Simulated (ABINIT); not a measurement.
Planning a run of ABINIT 10.8.3 on P (Cmce). The input:

```
acell 3*1.0 Angstrom
rprim 
  1.658200000000 -5.242000000000 0.000000000000
  1.658200000000 5.242000000000 0.000000000000
  0.000000000000 0.000000000000 4.379300000000
ntypat 1
znucl 15
natom 4
typat 1 1 1 1
xred 
  0.898380000000 0.101620000000 0.080680000000
  0.601620000000 0.398380000000 0.580680000000
  0.101620000000 0.898380000000 0.919320000000
  0.398380000000 0.601620000000 0.419320000000
pp_dirpath "pseudos"
pseudos "P.upf"
ecut 18
ngkpt 4 4 4
nshiftk 1
shiftk 0 0 0
kptopt 1
chksymbreak 0
istwfk *1
occopt 1
irdwfk 1
optdriver 3
nband 157
ecuteps 5.5
inclvkb 2
awtr 1
symchi 1
indata_prefix "in"
outdata_prefix "out"
tmpdata_prefix "tmp"
```

```sh
OMP_NUM_THREADS=1 mpirun -n 8 abinit run.abi > log
```

Question: Estimate wall time and host memory on 8 MPI ranks of Arm Neoverse V2, shared host.

It took 73 s; on shared hardware allow 37 s to 2.4 min. Peak host memory was 2.0 GiB.

[Paths, hosts, dates, memory and timing lines, banners, echoed tables and standing remarks are left out of the program output.]

[Logs are printed without paths, hosts, clocks, repeated set-up lines and the standing remarks that a program may print on its own settings, such as how far it seeks lower states.]

[Runs of the session that timed out or met a known fault of the program may be left out.]

[Hosts, paths, dates, database ids (printed as entryN), source tags and the programs' standing remarks are cut or masked in the printed files.]

[G0W0 gaps are taken among the corrected bands and points alone; a level outside them can change the order at an edge.]

[Where Ansatz stands beside ABINIT at settings called matched, ABINIT's density can come from a denser mesh and the files from another edition; pairs whose starting gaps differed by over 0.03 eV were left out, so agreement reads better than it is.]
